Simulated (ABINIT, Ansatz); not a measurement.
**Te2Mo (P6_3/mmc): G0W0 with ABINIT, start to end**

Aim: the G0W0 gap of Te2Mo (P6_3/mmc) on PBE, step by step.

Program: ABINIT 10.8.3. Level of theory: PBE and many-body steps on it, plane waves. Values are calculated unless marked as measured.

**What was measured.**

- Gap 0.96 ± 0.02 eV: smallest (indirect) quasiparticle gap from STS band onsets; scanning tunneling spectroscopy; 77 K; bulk crystal (um-thick flakes cleaved in ultrahigh vacuum) (“Surface transport and band gap structure of exfoliated 2H-MoTe2 crystals”, 2014, arxiv:1407.1219).

- Gap 0.83 ± 0.05 eV: smallest (indirect) gap from electron and hole threshold voltage difference; ionic-liquid gated field-effect transistor; 270 K; film (exfoliated flakes 20-40 nm thick on SiO2/Si) (“Surface transport and band gap structure of exfoliated 2H-MoTe2 crystals”, 2014, arxiv:1407.1219).

- Gap 1.06 eV: direct gap at K (A transition); photoreflectance; 295 K; bulk crystal (commercial Bridgman-grown bulk crystal) (“Photoacoustic and modulated reflectance studies of indirect and direct band gap in van der Waals crystals”, 2017, pmc:5684221).

- Gap 1.03 eV: direct optical gap (A exciton hot luminescence) from PL; photoluminescence; 300 K; bulk crystal (thick exfoliated flake, about 50 layers or more) (“Direct versus indirect band gap emission and exciton-exciton annihilation in atomically thin molybdenum ditelluride (MoTe2)”, 2016, arxiv:1602.03071).

- Gap 0.94 eV: indirect optical gap from PL (phonon-assisted emission peak); photoluminescence; 300 K; bulk crystal (thick exfoliated flake, about 50 layers or more) (“Direct versus indirect band gap emission and exciton-exciton annihilation in atomically thin molybdenum ditelluride (MoTe2)”, 2016, arxiv:1602.03071).

## (1) The starting structure

Symmetry: P6_3/mmc, No. 194, hexagonal system. The conventional cell has a = 3.518 Å, b = 3.518 Å, c = 13.974 Å, α = 90.00°, β = 90.00°, γ = 120.00°. Nearest to Te lie 3 Mo at 2.72 Å. Nearest to Mo lie 6 Te at 2.72 Å. Farther neighbours, and contacts between anions beyond the nearest, are not listed.

The cell and positions come from the Crystallography Open Database and are kept as given unless a step says otherwise.

## (2) Ground state

This step: ABINIT 10.8.3; DFT, PBE, plane waves, norm-conserving pseudopotentials.

The ground-state density comes first.

Contents of run.abi:

```
acell 3*1.0 Angstrom
rprim 
  3.518200000003 -0.000000000001 0.000000000000
  -1.759100000001 3.046850575598 0.000000000000
  0.000000000000 0.000000000000 13.973600000000
ntypat 2
znucl 52 42
natom 6
typat 1 1 1 1 2 2
xred 
  0.333333333333 0.666666666667 0.621000000000
  0.666666666667 0.333333333333 0.121000000000
  0.333333333333 0.666666666667 0.879000000000
  0.666666666667 0.333333333333 0.379000000000
  0.333333333333 0.666666666667 0.250000000000
  0.666666666667 0.333333333333 0.750000000000
pp_dirpath "pseudos"
pseudos "Te.upf, Mo.upf"
ecut 39
ngkpt 6 6 2
nshiftk 1
shiftk 0 0 0
kptopt 1
chksymbreak 0
nband 69
occopt 1
tolvrs 1e-10
nstep 60
prtwf 0
optforces 0
optstress 0
indata_prefix "in"
outdata_prefix "out"
tmpdata_prefix "tmp"
```

Run with:

```bash
$ OMP_NUM_THREADS=1 mpirun -n 8 abinit run.abi > log
```

The log of the run:

```text
.Version 10.8.3 of ABINIT. v10.8.2 released Aug 2026.

 Symmetries : space group P6_3/m m c (#194); Bravais hP (primitive hexag.)
================================================================================
 Values of the parameters that define the memory need of the present run
     intxc =       0    ionmov =       0      iscf =       7    lmnmax =       8
     lnmax =       8     mgfft =     150  mpssoang =       4    mqgrid =    7424
     natom =       6  nloc_mem =       1    nspden =       1   nspinor =       1
    nsppol =       1      nsym =      24    n1xccc =    2501    ntypat =       2
    occopt =       1   xclevel =       2
-    mband =          69        mffmem =           1         mkmem =           2
       mpw =       11774          nfft =      240000          nkpt =          14
================================================================================
  Rough estimation (10% accuracy) of disk space for files :
================================================================================

--------------------------------------------------------------------------------
------------- Echo of variables that govern the present computation ------------
--------------------------------------------------------------------------------
 -outvars: echo values of preprocessed input variables --------
            acell      1.8897261259E+00  1.8897261259E+00  1.8897261259E+00 Bohr

      chksymbreak           0
             ecut      3.90000000E+01 Hartree
-          fftalg         312

              ixc     -101130
              kpt      0.00000000E+00  0.00000000E+00  0.00000000E+00
                       1.66666667E-01  0.00000000E+00  0.00000000E+00
                       3.33333333E-01  0.00000000E+00  0.00000000E+00
                       5.00000000E-01  0.00000000E+00  0.00000000E+00
                       1.66666667E-01  1.66666667E-01  0.00000000E+00
                       3.33333333E-01  1.66666667E-01  0.00000000E+00
                       3.33333333E-01  3.33333333E-01  0.00000000E+00
                       0.00000000E+00  0.00000000E+00  5.00000000E-01
                       1.66666667E-01  0.00000000E+00  5.00000000E-01
                       3.33333333E-01  0.00000000E+00  5.00000000E-01
                       5.00000000E-01  0.00000000E+00  5.00000000E-01
[...]
kptrlatt        6    0    0      0    6    0      0    0    2
          kptrlen      3.98906067E+01
P           mkmem           2
            natom           6
            nband          69
            ngfft          40      40     150
             nkpt          14
            nstep          60
             nsym          24
           ntypat           2
              occ      2.000000  2.000000  2.000000  2.000000  2.000000  2.000000
                       2.000000  2.000000  2.000000  2.000000  2.000000  2.000000
                       2.000000  2.000000  2.000000  2.000000  2.000000  2.000000
                       2.000000  2.000000  2.000000  2.000000  2.000000  2.000000
                       2.000000  2.000000  2.000000  2.000000  2.000000  2.000000
                       2.000000  2.000000  2.000000  2.000000  2.000000  2.000000
                       2.000000  2.000000  2.000000  2.000000  2.000000  2.000000
                       2.000000  2.000000  2.000000  2.000000  2.000000  2.000000
                       2.000000  2.000000  2.000000  2.000000  2.000000  2.000000
                       2.000000  2.000000  2.000000  2.000000  2.000000  2.000000
                       2.000000  2.000000  0.000000  0.000000  0.000000  0.000000
[...]
optforces           0
        optstress           0
            prtwf           0
            rprim      3.5182000000E+00 -1.0000000000E-12  0.0000000000E+00
[...]
spgroup         194

           tolvrs      1.00000000E-10

             xred      3.3333333333E-01  6.6666666667E-01  6.2100000000E-01
[...]
znucl       52.00000   42.00000

================================================================================

 chkinp: Checking input parameters for consistency.

================================================================================
== DATASET  1 ==================================================================
-   mpi_nproc: 8, omp_nthreads: 1 (-1 if OMP is not activated)

--- !DatasetInfo
iteration_state: {dtset: 1, }
dimensions: {natom: 6, nkpt: 14, mband: 69, nsppol: 1, nspinor: 1, nspden: 1, mpw: 11774, }
cutoff_energies: {ecut:  39.0, pawecutdg:  -1.0, }
electrons: {nelect:   1.24000000E+02, charge:   0.00000000E+00, occopt:   1.00000000E+00, tsmear:   1.00000000E-02, }

 Real(R)+Recip(G) space primitive vectors, cartesian coordinates (Bohr,Bohr^-1):
 R(1)=  6.6484345  0.0000000  0.0000000  G(1)=  0.1504113  0.0868400  0.0000000
 R(2)= -3.3242172  5.7577131  0.0000000  G(2)=  0.0000000  0.1736801  0.0000000
 R(3)=  0.0000000  0.0000000 26.4062770  G(3)=  0.0000000  0.0000000  0.0378698
 Unit cell volume ucvol=  1.0108264E+03 bohr^3
 Angles (23,13,12)=  9.00000000E+01  9.00000000E+01  1.20000000E+02 degrees

 getcut: wavevector=  0.0000  0.0000  0.0000  ngfft=  40  40 150
         ecut(hartree)=     39.000   => boxcut(ratio)=   2.02063

--- Pseudopotential description ------------------------------------------------
[...]
- 52.00000  24.00000  220131                  znucl, zion, pspdat
12 -101130 3 -1 1294                          pspcod,pspxc,lmax,lloc,mmax
     nproj     2     2     2     2
  pspatm : epsatm=   28.89495404
         --- l  ekb(1:nproj) -->
[...]
pspatm: atomic psp has been read  and splines computed

- Mo Generated using ONCVPSP code by D. R. Hamann
- 42.00000  14.00000  171031                  znucl, zion, pspdat
12 -101130 2 -1 1640                          pspcod,pspxc,lmax,lloc,mmax
     nproj     2     2     2     0
  pspatm : epsatm=   15.95693798
         --- l  ekb(1:nproj) -->
[...]
pspatm: atomic psp has been read  and splines computed

   1.82892178E+04                                ecore*ucvol(ha*bohr**3)
--------------------------------------------------------------------------------

_setup2: Arith. and geom. avg. npw (full set) are   11754.403   11754.391

================================================================================

--- !BeginCycle
iteration_state: {dtset: 1, }
solver: {iscf: 7, nstep: 60, nline: 4, wfoptalg: 0, }
tolerances: {tolvrs: 1.00E-10, }

     iter   Etot(hartree)      deltaE(h)  residm     vres2
 ETOT  1  -1259.9788478959    -1.260E+03 7.965E-01 2.224E+03
 ETOT  2  -1259.7983221415     1.805E-01 2.238E-02 4.148E+04
 ETOT  3  -1262.4960879133    -2.698E+00 1.236E-02 1.080E+03
 ETOT  4  -1262.5540313766    -5.794E-02 3.888E-03 6.117E+01
 ETOT  5  -1262.5568298155    -2.798E-03 7.591E-04 8.152E-01
 ETOT  6  -1262.5569003547    -7.054E-05 1.622E-03 2.811E-01
 ETOT  7  -1262.5569007960    -4.413E-07 2.355E-04 1.830E-01
 ETOT  8  -1262.5569094469    -8.651E-06 4.855E-04 4.128E-04
 ETOT  9  -1262.5569094626    -1.563E-08 1.008E-04 2.806E-04
 ETOT 10  -1262.5569094736    -1.102E-08 1.492E-04 8.473E-07
 ETOT 11  -1262.5569094738    -1.539E-10 3.880E-05 5.979E-08
 ETOT 12  -1262.5569094738    -6.821E-11 5.222E-05 1.645E-08
 ETOT 13  -1262.5569094738     5.139E-11 1.421E-05 3.373E-09
 ETOT 14  -1262.5569094738     1.091E-11 1.832E-05 6.545E-11

 At SCF step   14       vres2   =  6.55E-11 < tolvrs=  1.00E-10 =>converged.

--- !ResultsGS
iteration_state: {dtset: 1, }
comment   : Summary of ground state results
lattice_vectors:
- [  6.6484345,  -0.0000000,   0.0000000, ]
- [ -3.3242172,   5.7577131,   0.0000000, ]
- [  0.0000000,   0.0000000,  26.4062770, ]
lattice_lengths: [   6.64843,    6.64843,   26.40628, ]
lattice_angles: [ 90.000,  90.000, 120.000, ] # degrees, (23, 13, 12)
lattice_volume:   1.0108264E+03
convergence: {deltae:  1.091E-11, res2:  6.545E-11, residm:  1.832E-05, diffor:  0.000E+00, }
etotal    :  -1.26255691E+03
entropy   :   0.00000000E+00
fermie    :   3.64850931E-01
cartesian_stress_tensor: null
pressure_GPa: null
xred      :
- [  3.3333E-01,   6.6667E-01,   6.2100E-01, Te]
- [  6.6667E-01,   3.3333E-01,   1.2100E-01, Te]
- [  3.3333E-01,   6.6667E-01,   8.7900E-01, Te]
- [  6.6667E-01,   3.3333E-01,   3.7900E-01, Te]
- [  3.3333E-01,   6.6667E-01,   2.5000E-01, Mo]
- [  6.6667E-01,   3.3333E-01,   7.5000E-01, Mo]
cartesian_forces: null
force_length_stats: {min: null, max: null, mean: null, }

 Integrated electronic density in atomic spheres:
 ------------------------------------------------
 Atom  Sphere_radius  Integrated_density
[...]
================================================================================

 ----iterations are completed or convergence reached----

 Mean square residual over all n,k,spin=   64.068E-09; max=  18.320E-06
 reduced coordinates (array xred) for    6 atoms
[...]
0.666667      0.333333      0.121000
       0.333333      0.666667      0.879000
       0.666667      0.333333      0.379000
       0.333333      0.666667      0.250000
       0.666667      0.333333      0.750000
 rms dE/dt=  0.0000E+00; max dE/dt=  0.0000E+00; dE/dt below (all hartree)
    1       0.000000      0.000000      0.000000
    2       0.000000      0.000000      0.000000
    3       0.000000      0.000000      0.000000
    4       0.000000      0.000000      0.000000
    5       0.000000      0.000000      0.000000
    6       0.000000      0.000000      0.000000

 cartesian coordinates (angstrom) at end:
    1      3.3e-13     2.031234     8.677606
    2      1.759100     1.015617     1.690806
    3      3.3e-13     2.031234    12.282794
    4      1.759100     1.015617     5.295994
    5      3.3e-13     2.031234     3.493400
    6      1.759100     1.015617    10.480200
 length scales=  1.889726  1.889726  1.889726 bohr
              =  1.000000  1.000000  1.000000 angstroms
 prteigrs : about to open file out_EIG
 Fermi (or HOMO) energy (hartree) =   0.36485   Average Vxc (hartree)=  -0.40672
 Eigenvalues (hartree) for nkpt=  14  k points:
 kpt#   1, nband= 69, wtk=  0.01389, kpt=  0.0000  0.0000  0.0000 (reduced coord)
  -5.49424   -5.49423   -5.49423   -5.49422   -3.65795   -3.65795   -3.65795   -3.65795
  -3.65795   -3.65795   -3.65795   -3.65795   -3.65559   -3.65559   -3.65559   -3.65559
  -1.87057   -1.87057   -0.98460   -0.98460   -0.98439   -0.98439   -0.98405   -0.98405
  -0.98402   -0.98402   -0.98221   -0.98221   -0.98217   -0.98217   -0.98186   -0.98186
  -0.98181   -0.98181   -0.98178   -0.98154   -0.98119   -0.98117   -0.92124   -0.92124
  -0.91559   -0.91559   -0.91559   -0.91559   -0.11431   -0.10244   -0.08297   -0.06438
   0.14846    0.19623    0.25067    0.29774    0.29774    0.29832    0.29832    0.32632
   0.32635    0.32635    0.32765    0.32765    0.35287    0.36485    0.47158    0.47159
   0.47647    0.47651    0.47977    0.47977    0.48914
 prteigrs : prtvol=0 or 1, do not print more k-points.

--- !EnergyTerms
iteration_state     : {dtset: 1, }
comment             : Components of total free energy in Hartree
kinetic             :  4.234159E+02
hartree             :  4.107114E+02
xc                  : -1.653910E+02
Ewald energy        : -6.606120E+02
psp_core            :  1.809333E+01
local_psp           : -1.248871E+03
non_local_psp       : -3.990394E+01
total_energy        : -1.262557E+03
total_energy_eV     : -3.435592E+04
band_energy         : -1.824092E+02

== END DATASET(S) ==============================================================
================================================================================

 -outvars: echo values of variables after computation  --------
           etotal     -1.2625569095E+03
            nband          69
             nkpt          14
          spgroup         194
 [... the other variables as echoed above ...]

 Calculation completed.
```

The job ended after 2.2 min (8 MPI ranks of Intel Xeon Platinum 8488C (Sapphire Rapids), shared host; peak memory 1.3 GiB).

This step gave:

- total energy: -34355.9237 eV
- gap: 0.8289 eV
- k of the valence top: 0, 0, 0
- k of the conduction bottom: 0.1667, 0.1667, 0
- least direct gap: 1.038 eV

The gap is indirect, with the least direct gap 0.21 eV higher.

## (3) Empty states on the mesh, 3×3×1 mesh, 824 bands

The sums over transitions need many empty states on a uniform mesh; this step solves for them.

Changes to run.abi since step 2:

```diff
@@ -19,3 +19,3 @@
 ecut 39
-ngkpt 6 6 2
+ngkpt 3 3 1
 nshiftk 1
@@ -24,9 +24,10 @@
 chksymbreak 0
-nband 69
-occopt 1
-tolvrs 1e-10
+iscf -2
+irdden 1
+istwfk *1
+nband 824
+nbdbuf 74
+tolwfr 1e-09
 nstep 60
-prtwf 0
-optforces 0
-optstress 0
+prtvol 0
 indata_prefix "in"
```

The log of the run:

```text
.Version 10.8.3 of ABINIT. v10.8.2 released Aug 2026.

 Symmetries : space group P6_3/m m c (#194); Bravais hP (primitive hexag.)
[... echo of the input left out ...]
== DATASET  1 ==================================================================
-   mpi_nproc: 8, omp_nthreads: 1 (-1 if OMP is not activated)
-    --> not optimal distribution: autoparal keyword recommended in input file <--

--- !DatasetInfo
iteration_state: {dtset: 1, }
dimensions: {natom: 6, nkpt: 3, mband: 824, nsppol: 1, nspinor: 1, nspden: 1, mpw: 11799, }
cutoff_energies: {ecut:  39.0, pawecutdg:  -1.0, }
electrons: {nelect:   1.24000000E+02, charge:   0.00000000E+00, occopt:   1.00000000E+00, tsmear:   1.00000000E-02, }

 Real(R)+Recip(G) space primitive vectors, cartesian coordinates (Bohr,Bohr^-1):
 R(1)=  6.6484345  0.0000000  0.0000000  G(1)=  0.1504113  0.0868400  0.0000000
 R(2)= -3.3242172  5.7577131  0.0000000  G(2)=  0.0000000  0.1736801  0.0000000
 R(3)=  0.0000000  0.0000000 26.4062770  G(3)=  0.0000000  0.0000000  0.0378698
 Unit cell volume ucvol=  1.0108264E+03 bohr^3
 Angles (23,13,12)=  9.00000000E+01  9.00000000E+01  1.20000000E+02 degrees

 getcut: wavevector=  0.0000  0.0000  0.0000  ngfft=  40  40 150
         ecut(hartree)=     39.000   => boxcut(ratio)=   2.02063

--- Pseudopotential description ------------------------------------------------
- Te Generated using ONCVPSP code by D. R. Hamann
- 52.00000  24.00000  220131                  znucl, zion, pspdat
12 -101130 3 -1 1294                          pspcod,pspxc,lmax,lloc,mmax
     nproj     2     2     2     2
  pspatm : epsatm=   28.89495404
         --- l  ekb(1:nproj) -->
             0    9.158100   -0.350391
             1    3.254928   -0.666646
             2   -3.247931   -0.911641
[...]
pspatm: atomic psp has been read  and splines computed

- Mo Generated using ONCVPSP code by D. R. Hamann
- 42.00000  14.00000  171031                  znucl, zion, pspdat
12 -101130 2 -1 1640                          pspcod,pspxc,lmax,lloc,mmax
     nproj     2     2     2     0
  pspatm : epsatm=   15.95693798
         --- l  ekb(1:nproj) -->
[...]
pspatm: atomic psp has been read  and splines computed

--------------------------------------------------------------------------------

================================================================================
 prteigrs : about to open file out_EIG
 Non-SCF case, kpt    1 (  0.00000  0.00000  0.00000), residuals and eigenvalues=
  7.76E-11  8.24E-11  6.71E-11  7.98E-11  1.14E-10  1.15E-10  2.33E-10  5.46E-10
  2.82E-10  6.11E-10  1.10E-10  1.28E-10  1.04E-10  8.75E-11  1.18E-10  1.05E-10
  3.05E-10  3.37E-10  1.75E-10  4.26E-10  2.82E-10  4.16E-10  2.92E-10  3.19E-10
[...]
-5.4942E+00 -5.4942E+00 -5.4942E+00 -5.4942E+00 -3.6579E+00 -3.6579E+00
 -3.6579E+00 -3.6579E+00 -3.6579E+00 -3.6579E+00 -3.6579E+00 -3.6579E+00
 -3.6556E+00 -3.6556E+00 -3.6556E+00 -3.6556E+00 -1.8706E+00 -1.8706E+00
[...]
6.0100E+00  6.0227E+00  6.0228E+00  6.0430E+00  6.0508E+00  6.0518E+00
  6.0627E+00  6.0791E+00  6.0825E+00  6.0901E+00  6.0974E+00  6.0990E+00
  6.1008E+00  6.1054E+00
 prteigrs : prtvol=0 or 1, do not print more k-points.

--- !ResultsGS
iteration_state: {dtset: 1, }
comment   : Summary of ground state results
lattice_vectors:
- [  6.6484345,  -0.0000000,   0.0000000, ]
- [ -3.3242172,   5.7577131,   0.0000000, ]
- [  0.0000000,   0.0000000,  26.4062770, ]
lattice_lengths: [   6.64843,    6.64843,   26.40628, ]
lattice_angles: [ 90.000,  90.000, 120.000, ] # degrees, (23, 13, 12)
lattice_volume:   1.0108264E+03
convergence: {deltae:  0.000E+00, res2:  0.000E+00, residm:  9.969E-10, diffor:  0.000E+00, }
etotal    :  -1.26255691E+03
entropy   :   0.00000000E+00
fermie    :   3.64850931E-01
cartesian_stress_tensor: null
pressure_GPa: null
xred      :
- [  3.3333E-01,   6.6667E-01,   6.2100E-01, Te]
- [  6.6667E-01,   3.3333E-01,   1.2100E-01, Te]
- [  3.3333E-01,   6.6667E-01,   8.7900E-01, Te]
- [  6.6667E-01,   3.3333E-01,   3.7900E-01, Te]
- [  3.3333E-01,   6.6667E-01,   2.5000E-01, Mo]
- [  6.6667E-01,   3.3333E-01,   7.5000E-01, Mo]
cartesian_forces: null
force_length_stats: {min: null, max: null, mean: null, }

 Integrated electronic density in atomic spheres:
 ------------------------------------------------
 Atom  Sphere_radius  Integrated_density
[...]
================================================================================

 ----iterations are completed or convergence reached----

 Mean square residual over all n,k,spin=   37.813E-11; max=  99.685E-11
 reduced coordinates (array xred) for    6 atoms
[...]
0.333333      0.666667      0.250000
       0.666667      0.333333      0.750000

 cartesian coordinates (angstrom) at end:
    1      3.3e-13     2.031234     8.677606
    2      1.759100     1.015617     1.690806
    3      3.3e-13     2.031234    12.282794
    4      1.759100     1.015617     5.295994
    5      3.3e-13     2.031234     3.493400
    6      1.759100     1.015617    10.480200
 length scales=  1.889726  1.889726  1.889726 bohr
              =  1.000000  1.000000  1.000000 angstroms
 prteigrs : about to open file out_EIG
 Eigenvalues (hartree) for nkpt=   3  k points:
 kpt#   1, nband=824, wtk=  0.11111, kpt=  0.0000  0.0000  0.0000 (reduced coord)
[...]
6.00125    6.00705    6.01004    6.02272    6.02276    6.04299    6.05082    6.05184
   6.06265    6.07905    6.08252    6.09009    6.09744    6.09900    6.10084    6.10537
 prteigrs : prtvol=0 or 1, do not print more k-points.

== END DATASET(S) ==============================================================
================================================================================

 -outvars: echo values of variables after computation  --------
            nband         824
             nkpt           3
          spgroup         194
 [... the other variables as echoed above ...]

 Calculation completed.
```

The job ended after 24 min (8 MPI ranks; peak memory 1.5 GiB).

Read from the output:

* gap: 0.9744 eV
* k of the valence top: 0, 0, 0
* k of the conduction bottom: 0.3333, 0.3333, 0
* least direct gap: 1.038 eV
* k points computed: 3
* lowest point of the top converged band, above the valence top: 144.1156 eV

On this mesh the gap is 0.974 eV. The earlier step found 0.829 eV, so this mesh misses an edge.

(Part 1 of 2 ends here.)

[Long decimals in the printed logs are rounded to 6 places.]

[Logs are printed without paths, hosts, clocks, repeated set-up lines and the standing remarks that a program may print on its own settings, such as how far it seeks lower states.]

[Paths, hosts, dates, memory and timing lines, banners, echoed tables and standing remarks are left out of the program output; an Ansatz launch command may be rebuilt from the run's recorded settings. Measured values are a selection of at most five: reports struck by readers or far from the other reports are left out. None is set beside runs whose start may be inverted or whose files or cutoffs have a known fault.]

[Runs of the session that timed out or met a known fault of the program may be left out.]

[Hosts, paths, dates, database ids (printed as entryN), source tags and the programs' standing remarks are cut or masked in the printed files.]

[G0W0 gaps are taken among the corrected bands and points alone; a level outside them can change the order at an edge.]

[Where Ansatz stands beside ABINIT at settings called matched, ABINIT's density can come from a denser mesh and the files from another edition; pairs whose starting gaps differed by over 0.03 eV were left out, so agreement reads better than it is.]
